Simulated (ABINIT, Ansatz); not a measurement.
# GaH3 (Pm-3m): zone-centre phonons

Aim: the zone-centre modes of GaH3 (Pm-3m).

Method: DFT LDA, scalar-relativistic, plane waves, HGH norm-conserving pseudopotentials, in ABINIT 10.8.3.

The structure was built from a prototype and need not be the compound's stable phase.

## (1) The starting structure

It takes space group Pm-3m (No. 221, cubic). The conventional cell has a = 3.436 Å, b = 3.436 Å, c = 3.436 Å, α = 90.00°, β = 90.00°, γ = 90.00°. Nearest to Ga lie 6 H at 1.72 Å. Nearest to H lie 2 Ga at 1.72 Å. Farther neighbours are not listed.

## (2) Relaxation

The harmonic expansion starts where the forces on the atoms vanish, and stress shifts the frequencies, so cell and atoms are relaxed with tight thresholds.

The starting cell comes from a relaxation made beforehand in Ansatz (LDA, PseudoDojo NC).

relax.abi reads:

```
# relaxation
ionmov 2
optcell 2
dilatmx 1.08
ntime 40
tolmxf 1.0d-05
tolvrs 1.0d-14
prtwf 0
prtden 0
chksymtnons 0

# basis, mesh and filling
ecut 35.0
ecutsm 0.5
ixc 7
ngkpt 10 10 10
nshiftk 1
shiftk 0.0 0.0 0.0
istwfk *1
occopt 7
tsmear 0.01
nband 8
nstep 100
diemac 1000000.0
prtebands 0
prtgsr 0

# cell and atoms
acell 6.493854489 6.493854489 6.493854489
rprim 
    1.0 0.0 0.0
    0.0 1.0 0.0
    0.0 0.0 1.0
ntypat 2
znucl 31 1
natom 4
typat 1 2 2 2
xred 
    0.0 0.0 0.0
    0.5 0.0 0.0
    0.0 0.5 0.0
    0.0 0.0 0.5
pp_dirpath "./pseudo"
pseudos "Ga.hgh, H.hgh"
```

Run with:

```sh
$ OMP_NUM_THREADS=1 mpirun -n 2 abinit relax.abi > relax.log
```

Numbers of over 12 decimals in the logs are rounded to 6 here.

relax.abo, the main output file:

```text
[banners, grids, parts of the stress and lines that vanish by symmetry left out]
- input  file    -> relax.abi
- output file    -> relax.abo
- root for input  files -> relaxi
[...]
Symmetries : space group Pm -3 m (#221); Bravais cP (primitive cubic)
[...]
mpw =        3448          nfft =       64000          nkpt =          56
[...]
== DATASET  1 ==================================================================
[...]
cutoff_energies: {ecut:  35.0, pawecutdg:  -1.0, }
[...]
Exchange-correlation functional for the present dataset will be:
  LDA: Perdew-Wang 92 LSD fit to Ceperley-Alder data - ixc=7
[...]
ETOT  1  -3.933385    -3.933E+00 3.375E-02 2.306E+01
 ETOT  2  -3.944912    -1.153E-02 2.002E-03 8.200E-01
 ETOT  3  -3.944960    -4.846E-05 1.188E-04 9.231E-02
 ETOT  4  -3.944964    -3.690E-06 8.194E-05 7.025E-03
 ETOT  5  -3.944964    -2.788E-07 9.199E-05 6.249E-05
[...]
At SCF step   10       vres2   =  1.37E-16 < tolvrs=  1.00E-14 =>converged.
[...]
sigma(1 1)=  9.02233367E-05  sigma(3 2)=  0.00000000E+00
  sigma(2 2)=  9.02233367E-05  sigma(3 1)=  0.00000000E+00
  sigma(3 3)=  9.02233367E-05  sigma(2 1)=  0.00000000E+00
[...]
convergence: {deltae:  1.288E-14, res2:  1.371E-16, residm:  1.787E-05, diffor: null, }
etotal    :  -3.94496444E+00
[...]
ETOT  1  -3.945139    -3.945E+00 2.226E-04 1.148E-01
[...]
At SCF step    8       vres2   =  1.85E-15 < tolvrs=  1.00E-14 =>converged.
[...]
sigma(1 1)=  7.69565392E-05  sigma(3 2)=  0.00000000E+00
  sigma(2 2)=  7.69565392E-05  sigma(3 1)=  0.00000000E+00
  sigma(3 3)=  7.69565392E-05  sigma(2 1)=  0.00000000E+00
[...]
convergence: {deltae:  3.952E-14, res2:  1.846E-15, residm:  3.487E-07, diffor: null, }
etotal    :  -3.94515012E+00
[...]
ETOT  1  -3.945251    -3.945E+00 2.376E-03 3.452E+00
[...]
At SCF step    9       vres2   =  1.74E-16 < tolvrs=  1.00E-14 =>converged.
[...]
sigma(1 1)= -6.61665137E-06  sigma(3 2)=  0.00000000E+00
  sigma(2 2)= -6.61665137E-06  sigma(3 1)=  0.00000000E+00
  sigma(3 3)= -6.61665137E-06  sigma(2 1)=  0.00000000E+00
[...]
convergence: {deltae: -2.975E-13, res2:  1.739E-16, residm:  1.605E-06, diffor: null, }
etotal    :  -3.94558770E+00
[...]
ETOT  1  -3.945588    -3.946E+00 7.846E-07 2.094E-02
[...]
At SCF step    8       vres2   =  2.59E-16 < tolvrs=  1.00E-14 =>converged.
[...]
sigma(1 1)=  5.05834501E-07  sigma(3 2)=  0.00000000E+00
  sigma(2 2)=  5.05834501E-07  sigma(3 1)=  0.00000000E+00
  sigma(3 3)=  5.05834501E-07  sigma(2 1)=  0.00000000E+00
[...]
convergence: {deltae:  4.352E-14, res2:  2.585E-16, residm:  3.274E-06, diffor: null, }
etotal    :  -3.94559041E+00
[...]
ETOT  1  -3.945590    -3.946E+00 6.677E-06 1.059E-04
[...]
ETOT  6  -3.945590    -5.684E-14 1.614E-05 3.768E-14
 ETOT  7  -3.945590     4.086E-14 6.397E-06 4.441E-16
 At SCF step    7       vres2   =  4.44E-16 < tolvrs=  1.00E-14 =>converged.
[...]
sigma(1 1)= -1.90958396E-11  sigma(3 2)=  0.00000000E+00
  sigma(2 2)= -1.90958394E-11  sigma(3 1)=  0.00000000E+00
  sigma(3 3)= -1.90958394E-11  sigma(2 1)=  0.00000000E+00
[...]
convergence: {deltae:  4.086E-14, res2:  4.441E-16, residm:  6.397E-06, diffor: null, }
etotal    :  -3.94559043E+00
[...]
At Broyd/MD step   5, gradients are converged :
[...]
sigma(1 1)= -1.90958396E-11  sigma(3 2)=  0.00000000E+00
  sigma(2 2)= -1.90958394E-11  sigma(3 1)=  0.00000000E+00
  sigma(3 3)= -1.90958394E-11  sigma(2 1)=  0.00000000E+00
[...]
- sigma(1 1)= -5.61818998E-07  sigma(3 2)=  0.00000000E+00
- sigma(2 2)= -5.61818991E-07  sigma(3 1)=  0.00000000E+00
- sigma(3 3)= -5.61818991E-07  sigma(2 1)=  0.00000000E+00
[...]
fcart     -0.0000000000E+00 -0.0000000000E+00 -0.0000000000E+00
           strten     -1.9095839601E-11 -1.9095839385E-11 -1.9095839385E-11
================================================================================

[key lines of the parts left out:]
pressure_GPa:   5.6182E-07
Total energy (etotal) [Ha]= -3.94559042816985E+00
```

It took 2.1 min on 2 MPI ranks of Arm Neoverse N1, shared host.

Step by step:

| step | energy less that of the first step (eV) | largest force (eV/Å) | volume (Å³) |
| --- | --- | --- | --- |
| 1 | 0.0000 | 0.0000 | 40.58 |
| 2 | -0.0051 | 0.0000 | 40.25 |
| 3 | -0.0170 | 0.0000 | 38.48 |
| 4 | -0.0170 | 0.0000 | 38.61 |
| 5 | -0.0170 | 0.0000 | 38.60 |

| conventional cell, symmetrised | before | after | change |
| --- | --- | --- | --- |
| a (Å) | 3.436 | 3.380 | -1.7 % |
| b (Å) | 3.436 | 3.380 | -1.7 % |
| c (Å) | 3.436 | 3.380 | -1.7 % |
| volume (Å³/atom) | 10.14 | 9.65 | -4.9 % |

Final coordinates:

```xyz
4
Lattice="3.3796 0.0000 0.0000 0.0000 3.3796 0.0000 0.0000 0.0000 3.3796" Properties=species:S:1:pos:R:3 pbc="T T T"
Ga    0.0000    0.0000    0.0000
H     1.6898    0.0000    0.0000
H     0.0000    1.6898    0.0000
H     0.0000    0.0000    1.6898
```

Read from the output:

```
volume per atom   : 9.650 Å³
pressure          : 5.62e-7 GPa
gap on the k-mesh : 0 eV
```

The volume changes by -4.9 % from the cell with which this run began.

## (3) Ground state

The response is built on these wavefunctions, so the potential is converged far more tightly than an energy would need. ecutsm is kept as in the relaxation, so that the cell stays at rest. Occupations are smeared.

gs.abi reads:

```
# ground state
tolvrs 1.0d-16
prtden 1
prtwf 1

# basis, mesh and filling
ecut 35.0
ecutsm 0.5
ixc 7
ngkpt 12 12 12
nshiftk 1
shiftk 0.0 0.0 0.0
istwfk *1
occopt 7
tsmear 0.01
nband 8
nstep 100
diemac 1000000.0
prtebands 0
prtgsr 0

# cell and atoms
acell 6.386496003 6.386496003 6.386496003
rprim 
    1.0 0.0 0.0
    0.0 1.0 0.0
    0.0 0.0 1.0
ntypat 2
znucl 31 1
natom 4
typat 1 2 2 2
xred 
    0.0 0.0 0.0
    0.5 0.0 0.0
    0.0 0.5 0.0
    0.0 0.0 0.5
pp_dirpath "./pseudo"
pseudos "Ga.hgh, H.hgh"
```

Run with:

```sh
$ OMP_NUM_THREADS=1 mpirun -n 2 abinit gs.abi > gs.log
```

gs.abo, the main output file:

```text
[banners, grids, parts of the stress and lines that vanish by symmetry left out]
- input  file    -> gs.abi
- output file    -> gs.abo
- root for input  files -> gsi
[...]
Symmetries : space group Pm -3 m (#221); Bravais cP (primitive cubic)
[...]
mpw =        2612          nfft =       46656          nkpt =          84
[...]
== DATASET  1 ==================================================================
[...]
cutoff_energies: {ecut:  35.0, pawecutdg:  -1.0, }
[...]
Exchange-correlation functional for the present dataset will be:
  LDA: Perdew-Wang 92 LSD fit to Ceperley-Alder data - ixc=7
[...]
ETOT  1  -3.933667    -3.934E+00 2.165E-02 1.811E+01
 ETOT  2  -3.945887    -1.222E-02 2.074E-03 5.885E-01
 ETOT  3  -3.945924    -3.718E-05 6.124E-05 6.806E-02
 ETOT  4  -3.945928    -3.632E-06 8.472E-05 4.384E-03
 ETOT  5  -3.945928    -2.224E-07 1.700E-05 3.592E-05
[...]
ETOT  9  -3.945928    -4.441E-15 1.925E-06 8.580E-14
 ETOT 10  -3.945928     1.159E-13 1.770E-06 4.811E-17
 At SCF step   10       vres2   =  4.81E-17 < tolvrs=  1.00E-16 =>converged.
[...]
sigma(1 1)= -2.75239390E-06  sigma(3 2)=  0.00000000E+00
  sigma(2 2)= -2.75239390E-06  sigma(3 1)=  0.00000000E+00
  sigma(3 3)= -2.75239390E-06  sigma(2 1)=  0.00000000E+00
[...]
convergence: {deltae:  1.159E-13, res2:  4.811E-17, residm:  1.770E-06, diffor: null, }
etotal    :  -3.94592793E+00
[...]
sigma(1 1)= -2.75239390E-06  sigma(3 2)=  0.00000000E+00
  sigma(2 2)= -2.75239390E-06  sigma(3 1)=  0.00000000E+00
  sigma(3 3)= -2.75239390E-06  sigma(2 1)=  0.00000000E+00
[...]
- sigma(1 1)= -8.09782244E-02  sigma(3 2)=  0.00000000E+00
- sigma(2 2)= -8.09782244E-02  sigma(3 1)=  0.00000000E+00
- sigma(3 3)= -8.09782244E-02  sigma(2 1)=  0.00000000E+00
[...]
fcart     -0.0000000000E+00 -0.0000000000E+00 -0.0000000000E+00
           strten     -2.7523939036E-06 -2.7523939036E-06 -2.7523939036E-06
================================================================================

[key lines of the parts left out:]
pressure_GPa:   8.0978E-02
```

The job ended after 32 s (2 MPI ranks; 64 s of CPU time).

This step gave:

```
pressure : 0.08098 GPa
```

The cell stands at 0.081 GPa, close enough for phonons.

(Continued in part 2 of 4.)

[Host names and launcher messages were left out of these logs when they were recorded.]

[Logs are printed without paths, hosts, clocks, repeated set-up lines and the standing remarks that a program may print on its own settings, such as how far it seeks lower states.]

[Hosts, paths, dates, database ids (printed as entryN), source tags and the programs' standing remarks are cut or masked in the printed files.]
